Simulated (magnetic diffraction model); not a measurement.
## Solving a magnetic structure from powder neutron data: HoMg4Si2

Space group I4/mcm (no. 140), a = 8.2840 Å, c = 8.4320 Å.

| site | atom | x | y | z |
| --- | --- | --- | --- | --- |
| 4a | Ho | 0 | 0 | 3/4 |
| 8h | Si | 0.1593 | 0.3407 | 1/2 |
| 16l | Mg | 0.1377 | 0.6377 | 0.3402 |

This is a made-up structure (elements placed in a structure type, unrelaxed), so the numbers test the method and describe no known phase.

Only Ho is taken to order (form factors of Ho3+); orders and moment sizes are assumed, and not adapted to the symmetry. Radiation: neutrons of λ = 1.8 Å, 1.5° to 60°; isotropic B of 0.37 Å² (Ho), 0.51 Å² (Si) and 0.65 Å² (Mg). Simulated constant-wavelength pattern: nuclear and magnetic terms add, the magnetic one as |2.695 fm × Σ f S⊥ exp(2πi Q·r) exp(−B s²)|², summed over all Q at one angle with the factor 1/(sin²θ cos θ). For a modulated order the moment at position r is S exp(−2πi k·r) + c.c., with S = m/2 for a sine wave of amplitude m and S = m(u + iv)/2 for moments turning in a plane, u and v being orthogonal unit vectors in it; the phase factor of the sum at Q = H + k is then exp(2πi H·r). Free-ion form factors, Sears's scattering lengths of 1992, no absorption; a label names one of the reflections at its angle. The strongest nuclear line in the range is 100, and lines under 0.2 are left out.

Above the ordering temperature:

```
2θ (°)    index      I
 17.68  (1 1 0)    3.9
 24.65  (0 0 2)    6.8
 25.10  (2 0 0)    0.2
 30.50  (1 1 2)   10.1
 30.77  (2 1 1)    2.4
 35.47  (2 0 2)   17.5
 35.79  (2 2 0)    8.5
 40.19  (3 1 0)   80.9
 43.95  (2 2 2)    5.4
 47.40  (2 1 3)  100.0
 47.72  (3 1 2)   14.9
 47.91  (3 2 1)    4.6
 51.52  (4 0 0)   13.4
 53.97  (1 1 4)   10.4
 54.84  (4 1 1)    1.0
 54.90  (3 3 0)    9.5
 57.25  (2 0 4)    3.4
 57.92  (4 0 2)    1.7
 58.14  (4 2 0)   13.0
```

Below it (cell unchanged):

```csv
2θ (°),I
2.35,1524.7
16.08,62.9
17.68,3.9
19.43,42.4
22.69,15.2
24.65,6.8
24.77,50.2
25.10,0.2
25.21,24.3
27.52,10.0
29.57,58.1
30.50,10.1
30.77,2.4
31.58,47.7
33.75,19.6
34.09,12.4
35.47,17.5
35.55,33.6
35.79,8.5
37.27,14.6
37.58,9.9
37.83,9.8
39.47,8.8
40.19,80.9
41.05,8.1
42.52,19.9
42.58,7.4
43.95,5.4
45.47,16.4
45.68,16.2
47.09,14.8
47.40,100.0
47.72,14.9
47.91,4.6
48.47,13.7
48.92,2.6
```
(The table stops after 36 lines; 24 more lie at higher angle.)

**Question.** Check that the new lines index with k = (0.189 0 0), then choose among these models:
A. a sine wave with moments along [001] (amplitudes given), 9.5 μB on Ho; signs + at (0, 0, 3/4), + at (0, 0, 1/4)
B. moments turning in the plane of [010] and [001], 9.5 μB on Ho; signs + at (0, 0, 3/4), + at (0, 0, 1/4)
C. a sine wave with moments along [010] (amplitudes given), 9.5 μB on Ho; signs + at (0, 0, 3/4), + at (0, 0, 1/4)
D. moments turning in the plane of [100] and [010], 9.5 μB on Ho; signs + at (0, 0, 3/4), + at (0, 0, 1/4)

The new lines index as (0.189 0 0) at 2.35°, (0.811 1 0) at 16.08°, (1.189 1 0) at 19.43° and (1.811 0 0) at 22.69°, that is as H ± k with k = (0.189 0 0), one of 2 inequivalent arms of its star (k and −k counted as one), which a powder can't tell apart. Satellites come in pairs about each point of the reciprocal lattice.

Magnetic intensity, observed (below minus above) and for each model:

| 2θ (°) | index | observed | A | B | C | D |
| --- | --- | --- | --- | --- | --- | --- |
| 2.35 | (0.189 0 0) | 1524.7 | 1524.7 | 3049.3 | 1524.7 | 1524.7 |
| 16.08 | (0.811 1 0) | 62.9 | 62.9 | 87.9 | 25.0 | 62.9 |
| 19.43 | (1.189 1 0) | 42.4 | 42.4 | 67.2 | 24.8 | 42.4 |
| 24.77 | (0.189 0 2) | 50.2 | 0.2 | 25.5 | 25.2 | 50.2 |
| 25.21 | (0.189 2 0) | 24.3 | 24.3 | 24.5 | 0.2 | 24.3 |
| 29.57 | (0.811 1 2) | 58.1 | 10.3 | 38.3 | 28.0 | 58.1 |
| 31.58 | (1.189 1 2) | 47.7 | 11.4 | 36.2 | 24.8 | 47.7 |
| 35.55 | (0.189 2 2) | 33.6 | 11.5 | 22.6 | 11.1 | 33.6 |

Model D matches.

The structure used: k = (0.189 0 0), moments turning in the plane of [100] and [010], 9.5 μB on Ho; signs + at (0, 0, 3/4), + at (0, 0, 1/4).

[Logs are printed without paths, hosts, clocks, repeated set-up lines and the standing remarks that a program may print on its own settings, such as how far it seeks lower states.]
